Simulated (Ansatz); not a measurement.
**CdS (Greenockite): bands and screening cutoff converge together**

Wanted: the G0W0 gap of CdS (Greenockite) over a grid of bands and cutoffs.

Calculated with Ansatz 0.2.0; G0W0 on PBE, plane waves, PAW; PAW set soft_1.

Most raw output is cut from this account.

## Step 1: Set-up

Symmetry: P6_3mc, No. 186, hexagonal system. The conventional cell has a = 4.137 Å, b = 4.137 Å, c = 6.714 Å, α = 90.00°, β = 90.00°, γ = 120.00°. Cd has 4 S at 2.52 to 2.53 Å nearest. Nearest to S lie 4 Cd at 2.52 to 2.53 Å. Farther neighbours and most contacts between anions are not listed.

As a file:

```cif
data_structure
_symmetry_space_group_name_H-M 'P 1'
_symmetry_Int_Tables_number 1
_cell_length_a 4.1370
_cell_length_b 4.1370
_cell_length_c 6.7144
_cell_angle_alpha 90.000
_cell_angle_beta 90.000
_cell_angle_gamma 120.000
_cell_volume 99.52
loop_
_atom_site_label
_atom_site_type_symbol
_atom_site_fract_x
_atom_site_fract_y
_atom_site_fract_z
_atom_site_occupancy
Cd1 Cd 0.66667 0.33333 0.00000 1
Cd2 Cd 0.33333 0.66667 0.50000 1
S3 S 0.66667 0.33333 0.37500 1
S4 S 0.33333 0.66667 0.87500 1
```

The cell and positions come from the Crystallography Open Database and are kept as given unless a step says otherwise.

## Step 2: 79 empty bands, screening to 50 eV

G0W0 replaces the xc potential by the self-energy, built once from these orbitals. Only a window of levels is corrected, while the sums run over the empty bands that the input names. This step takes PAW set soft_1 files.

input.yaml reads:

```yaml
crystal:
  lattice:
    - [4.137, 0.0, 0.0]
    - [-2.0685, 3.5827470955, 0.0]
    - [0.0, 0.0, 6.7144]
  atoms:
    - { symbol: Cd, position: [0.6666666667, 0.3333333333, 0.0] }
    - { symbol: Cd, position: [0.3333333333, 0.6666666667, 0.5] }
    - { symbol: S, position: [0.6666666667, 0.3333333333, 0.375] }
    - { symbol: S, position: [0.3333333333, 0.6666666667, 0.875] }
kpoints:
  mp_grid: { grid: [6, 6, 2] }
hamiltonian:
  xc: pbe
  pseudopotentials: { kind: paw, azcp: { folder: soft_1 } }
scf:
  occupations: { method: fixed }
gw:
  n_empty_bands: 79
  ecut_chi: 50
  qp_bands: [v2, c2]
  qp_kpoints: band_edges
  screening: { model: contour_deformation }
```

Started as:

```
$ ansatz run input.yaml --threads 3 --pin off --max-ram 92160MiB --backend cuda --events-out ev --progress --plain --runs-dir out --devices 1 --max-vram 13GiB
```

Elapsed: 18 s, on 1 × NVIDIA H100 80GB HBM3 (shared by 6 runs) with 3 threads of AMD EPYC 7R13 (Zen 3), shared host; peak memory 1.1 GiB; 13 s of CPU time.

Numbers from this step:

| Item | Value |
| --- | --- |
| bands summed | 105 |
| RPA ε∞ on this mesh (eigenvalues) | 7.038, 7.038, 7.198 |
| plane waves in the screening matrix | 85 |
| q-points in the mesh | 72 |
| G0W0 gap on the mesh | 1.914 eV |
| k of the valence top | 0, 0, 0 |
| k of the conduction bottom | 0, 0, 0 |
| starting gap on the mesh | 1.218 eV |
| Z at the valence top | 0.7523 |
| Z at the conduction bottom | 0.7896 |
| least direct G0W0 gap on the computed points | 1.914 eV |

The gap on the mesh goes from 1.22 eV to 1.91 eV, a correction of +0.70 eV. Between the two edge states, bare exchange in place of the xc potential would open the gap by 6.50 eV, and correlation takes back 5.80 eV.

## Step 3: 415 empty bands, screening to 50 eV

Edit input.yaml of step 2 so:

```diff
@@ -18,3 +18,3 @@
 gw:
-  n_empty_bands: 79
+  n_empty_bands: 415
   ecut_chi: 50
```

It took 18 s on 1 × NVIDIA H100 80GB HBM3 (shared by 6 runs) with 3 threads; peak memory 1.4 GiB; 16 s of CPU time.

This step gave:

```yaml
bands_summed: 441
rpa_eps_infinity_on_this_mesh_eigenvalues: 7.067, 7.067, 7.228
plane_waves_in_the_screening_matrix: 85
g0w0_gap_on_the_mesh: 1.875 eV
k_of_the_valence_top: 0, 0, 0
k_of_the_conduction_bottom: 0, 0, 0
starting_gap_on_the_mesh: 1.218 eV
least_direct_g0w0_gap_on_the_computed_points: 1.875 eV
```

Against the run with 6×6×2 mesh, 79 empty bands, screening to 50 eV, PAW set soft_1 files, the gap moves by −0.04 eV.

## Step 4: 225 empty bands, screening to 100 eV

Bands and screening cutoff are moved together, since each hides the error of the other.

Edit input.yaml of step 3 so:

```diff
@@ -18,4 +18,4 @@
 gw:
-  n_empty_bands: 415
-  ecut_chi: 50
+  n_empty_bands: 225
+  ecut_chi: 100
   qp_bands: [v2, c2]
```

Wall time 20 s (1 × NVIDIA H100 80GB HBM3 (shared by 6 runs) with 3 threads); peak memory 1.3 GiB.

The G0W0 gap on the mesh is 1.967 eV.

## Step 5: 1174 empty bands, screening to 100 eV

Edit input.yaml of step 4 so:

```diff
@@ -18,3 +18,3 @@
 gw:
-  n_empty_bands: 225
+  n_empty_bands: 1174
   ecut_chi: 100
```

Wall time 65 s (1 × NVIDIA H100 80GB HBM3 (shared by 6 runs) with 3 threads); peak memory 2.6 GiB.

The G0W0 gap on the mesh is 1.968 eV.

## Step 6: 79 empty bands, screening to 150 eV

Edit input.yaml of step 5 so:

```diff
@@ -18,4 +18,4 @@
 gw:
-  n_empty_bands: 1174
-  ecut_chi: 100
+  n_empty_bands: 79
+  ecut_chi: 150
   qp_bands: [v2, c2]
```

It took 12 s on 1 × NVIDIA H100 80GB HBM3 (shared by 6 runs) with 3 threads; peak memory 1.4 GiB; 14 s of CPU time.

The G0W0 gap on the mesh is 1.941 eV.

## Step 7: 415 empty bands, screening to 150 eV

Edit input.yaml of step 6 so:

```diff
@@ -18,3 +18,3 @@
 gw:
-  n_empty_bands: 79
+  n_empty_bands: 415
   ecut_chi: 150
```

Run time: 24 s. Hardware: 1 × NVIDIA H100 80GB HBM3 (shared by 6 runs) with 3 threads; peak memory 1.7 GiB; 34 s of CPU time.

The G0W0 gap on the mesh is 2.006 eV.

## Step 8: 737 empty bands, screening to 220 eV

Edit input.yaml of step 7 so:

```diff
@@ -18,4 +18,4 @@
 gw:
-  n_empty_bands: 415
-  ecut_chi: 150
+  n_empty_bands: 737
+  ecut_chi: 220
   qp_bands: [v2, c2]
```

Wall time 61 s (1 × NVIDIA H100 80GB HBM3 (shared by 6 runs) with 3 threads); peak memory 2.6 GiB.

The G0W0 gap on the mesh is 2.032 eV.

## Step 9: 225 empty bands, screening to 300 eV

Edit input.yaml of step 8 so:

```diff
@@ -18,4 +18,4 @@
 gw:
-  n_empty_bands: 737
-  ecut_chi: 220
+  n_empty_bands: 225
+  ecut_chi: 300
   qp_bands: [v2, c2]
```

Elapsed: 22 s, on 1 × NVIDIA H100 80GB HBM3 (shared by 6 runs) with 3 threads; peak memory 3.8 GiB.

The G0W0 gap on the mesh is 2.005 eV.

## Step 10: 1174 empty bands, screening to 300 eV

Edit input.yaml of step 9 so:

```diff
@@ -18,3 +18,3 @@
 gw:
-  n_empty_bands: 225
+  n_empty_bands: 1174
   ecut_chi: 300
```

The job ended after 83 s (1 × NVIDIA H100 80GB HBM3 (shared by 6 runs) with 3 threads; peak memory 4.7 GiB; 2.8 min of CPU time).

The G0W0 gap on the mesh is 2.052 eV.

## Step 11: The grid

Start PBE, 6×6×2 mesh. Times are wall times on 1 × NVIDIA H100 80GB HBM3 (shared by 6 runs) with 3 threads of AMD EPYC 7R13 (Zen 3), shared host, good to a factor of about two.

```csv
cutoff (eV),plane waves at q = 0,bands summed,gap (eV),Σc valence (eV),Σc conduction (eV),time
50,85,105,1.914,2.55,-3.25,18 s
50,85,441,1.875,2.36,-3.48,18 s
100,233,251,1.967,2.22,-3.53,20 s
100,233,1200,1.968,2.12,-3.63,65 s
150,391,105,1.941,2.51,-3.27,12 s
150,391,441,2.006,2.06,-3.65,24 s
220,713,763,2.032,1.96,-3.72,61 s
300,1165,251,2.005,2.16,-3.55,22 s
300,1165,1200,2.052,1.92,-3.74,83 s
```

## Step 12: Results

| Property | Result |
| --- | --- |
| 105 bands, 50 eV | 1.914 eV |
| 441 bands, 50 eV | 1.875 eV |
| 251 bands, 100 eV | 1.967 eV |
| 1200 bands, 100 eV | 1.968 eV |
| 105 bands, 150 eV | 1.941 eV |
| 441 bands, 150 eV | 2.006 eV |
| 763 bands, 220 eV | 2.032 eV |
| 251 bands, 300 eV | 2.005 eV |
| 1200 bands, 300 eV | 2.052 eV |
| estimated limit along the diagonal | 2.09 eV |
| mesh and start | 6×6×2, PBE |

In words: At 50 eV, going from 105 to 441 bands moves the gap by −0.04 eV. At 100 eV, going from 251 to 1200 bands moves the gap by +0.001 eV. At 150 eV, going from 105 to 441 bands moves the gap by +0.07 eV. At 300 eV, going from 251 to 1200 bands moves the gap by +0.05 eV. At 105 bands, raising the cutoff from 50 to 150 eV moves it by +0.03 eV. At 441 bands, raising the cutoff from 50 to 150 eV moves it by +0.13 eV. At 251 bands, raising the cutoff from 100 to 300 eV moves it by +0.04 eV. At 1200 bands, raising the cutoff from 100 to 300 eV moves it by +0.08 eV. Along the diagonal, where both rise together, the two highest rungs point to 2.09 eV. Gaps are over the mesh's points; an edge off the mesh would be missed. A low cutoff hides what high bands add, so a band series at one cutoff can look settled before the gap is. The 6×6×2 mesh is coarse for this cell (its supercell is 13 Å along the shortest edge). The RPA ε∞ on it, from the PBE start, is 6.97 and 7.13; such meshes misread the long-range screening, most where the gap is narrow. The many-body steps are scalar-relativistic: spin-orbit coupling is not in them.

[Paths, hosts, dates, memory and timing lines, banners, echoed tables and standing remarks are left out of the program output.]

[Logs are printed without paths, hosts, clocks, repeated set-up lines and the standing remarks that a program may print on its own settings, such as how far it seeks lower states.]

[Runs of the session that timed out or met a known fault of the program may be left out.]

[Cells called generated may have been cut or substituted from an entry of the Crystallography Open Database or the Materials Project.]

[Hosts, paths, dates, database ids (printed as entryN), source tags and the programs' standing remarks are cut or masked in the printed files.]
